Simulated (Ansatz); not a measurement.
```json
{"subject": "From PBE to G0W0: LiF (Griceite)", "lattice_ang": [[0.0, 2.014, 2.014], [2.014, 0.0, 2.014], [2.014, 2.014, 0.0]], "atoms": [["Li", 0.0, 0.0, 0.0], ["F", 0.5, 0.5, 0.5]], "method": "DFT, PBE, plane waves, PAW; PAW set soft_1 (and 1 further level or step)", "program": "Ansatz 0.2.0", "settings_of_one_run": "cutoff 420 eV, 10×10×10 k-mesh, smearing width 0.02 eV, PAW set soft 1", "cost": "2 runs, 16 s in all on 1 × NVIDIA H100 80GB HBM3 (shared by 6 runs) with 3 threads of AMD EPYC 7R13 (Zen 3), shared host (the runs of this entry)", "notes": "The cell and positions come from the Crystallography Open Database and are kept as given unless a step says otherwise.", "results": {"pbe_gap_over_mesh_and_path": "9.094 eV, from k = (0.075, 0.075, 0.150) to k = Γ", "g0w0_pbe_gap_over_12_of_16_irreducible_mesh_points": "13.406 eV, direct, at k = Γ", "gw_settings": "6×6×6 mesh, 104 empty bands, screening to 200 eV, PAW set soft_1 files", "known_limits": "finite bands, screening cutoff and k mesh; no spin-orbit coupling in G0W0"}}
```

```json
{"subject": "Quasiparticle gap of LiF (Griceite)", "lattice_ang": [[0.0, 2.014, 2.014], [2.014, 0.0, 2.014], [2.014, 2.014, 0.0]], "atoms": [["Li", 0.0, 0.0, 0.0], ["F", 0.5, 0.5, 0.5]], "method": "G0W0 on HSE06, plane waves, PAW; PAW set soft_1 (and 1 further level or step)", "program": "Ansatz 0.2.0", "settings_of_one_run": "cutoff 420 eV, 6×6×6 k-mesh, PAW set soft 1, empty bands 48, screening cutoff 120 eV, screening contour deformation, QP bands (v2, c2)", "cost": "2 runs, 37 s in all on 1 × NVIDIA H100 80GB HBM3 (shared by 6 runs) with 3 threads of AMD EPYC 7R13 (Zen 3), shared host (the runs of this entry)", "notes": "In doubt: masses and optical values from hybrid runs of this build are listed as unsure (in some of the runs), which bears on the screening that GW takes from such a start. The cell and positions come from the Crystallography Open Database and are kept as given unless a step says otherwise.", "results": {"hse06_gap_over_mesh_and_listed_points": "11.401 eV, direct, at k = Γ", "g0w0_hse06_gap_over_12_of_16_irreducible_mesh_points": "14.185 eV, direct, at k = Γ", "gw_settings": "6×6×6 mesh, 48 empty bands, screening to 120 eV, PAW set soft_1 files", "known_limits": "finite bands, screening cutoff and k mesh; no spin-orbit coupling in G0W0"}}
```

[Paths, hosts, dates, memory and timing lines, banners, echoed tables and standing remarks are left out of the program output.]

[Logs are printed without paths, hosts, clocks, repeated set-up lines and the standing remarks that a program may print on its own settings, such as how far it seeks lower states.]

[Runs of the session that timed out or met a known fault of the program may be left out.]

[Cells called generated may have been cut or substituted from an entry of the Crystallography Open Database or the Materials Project.]

[Hosts, paths, dates, database ids (printed as entryN), source tags and the programs' standing remarks are cut or masked in the printed files.]
